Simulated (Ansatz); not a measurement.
## Work function of Ag(100): what the settings cost and change: cost of one run

Ansatz 0.2.0; plane-wave DFT, PBE, JTH PAW. The cell holds 7 atoms.

The input, input.yaml:

```yaml
crystal:
  lattice:
    - [2.8920667351, 0.0, 0.0]
    - [0.0, 2.8920667351, 0.0]
    - [0.0, 0.0, 30.27]
  atoms:
    - { symbol: Ag, position: [0.0, 0.0, 0.2973240833] }
    - { symbol: Ag, position: [0.5, 0.5, 0.3648827222] }
    - { symbol: Ag, position: [0.0, 0.0, 0.4324413611] }
    - { symbol: Ag, position: [0.5, 0.5, 0.5] }
    - { symbol: Ag, position: [0.0, 0.0, 0.5675586389] }
    - { symbol: Ag, position: [0.5, 0.5, 0.6351172778] }
    - { symbol: Ag, position: [0.0, 0.0, 0.7026759167] }
kpoints:
  mp_grid: { grid: [14, 14, 1] }
hamiltonian:
  xc: pbe
  pseudopotentials: { kind: paw, source: jth }
scf:
  occupations: { method: fermi_dirac, width: 0.1 }
  convergence: { dr2_threshold: 1.0e-09 }
efield:
  axis: 3
  dipole_correction: true
  ramp_position: 0.97
  ramp_width: 0.06
output:
  write_potential: true
  write_density: true
  volumetric_format: npy
```

The run is started by

```sh
> ansatz run input.yaml --threads 4 --pin off --max-ram 6144MiB --backend cpu --events-out ev --progress --plain --runs-dir out
```

For reference, a run of the same kind (7 atoms, 36 k-points, 80 bands and 4,929 plane waves; 9 SCF cycles) took 51 s and 1.1 GiB on the same hardware.

What time and memory should one allow on 4 threads of Arm Neoverse N1, shared host?

At two electrons a band, the 77 electrons need 39 bands, and 8 more are carried. The run has 36 k-points, 47 bands and 29,559 plane waves. Taking the work of a cycle as k-points × spins × bands × plane waves, that is 3.5 times the reference, or 3 min at the reference's 9 cycles. The run needed 11 SCF cycles, which makes it about 3.7 min. One copy of the wavefunctions takes 0.75 GiB at 16 bytes a coefficient, against 0.21 GiB in the reference; grids, projectors and work arrays come on top. Measured: about 3.2 min, with a peak of 3.3 GiB. The estimate holds within 25 %.

[Logs are printed without paths, hosts, clocks, repeated set-up lines and the standing remarks that a program may print on its own settings, such as how far it seeks lower states.]

[Hosts, paths, dates, database ids (printed as entryN), source tags and the programs' standing remarks are cut or masked in the printed files.]

[Maps of the electrostatic potential energy from Ansatz leave out the sawtooth potential of an applied field or a dipole correction, so their vacuum need not be flat; planar profiles and work functions include it.]
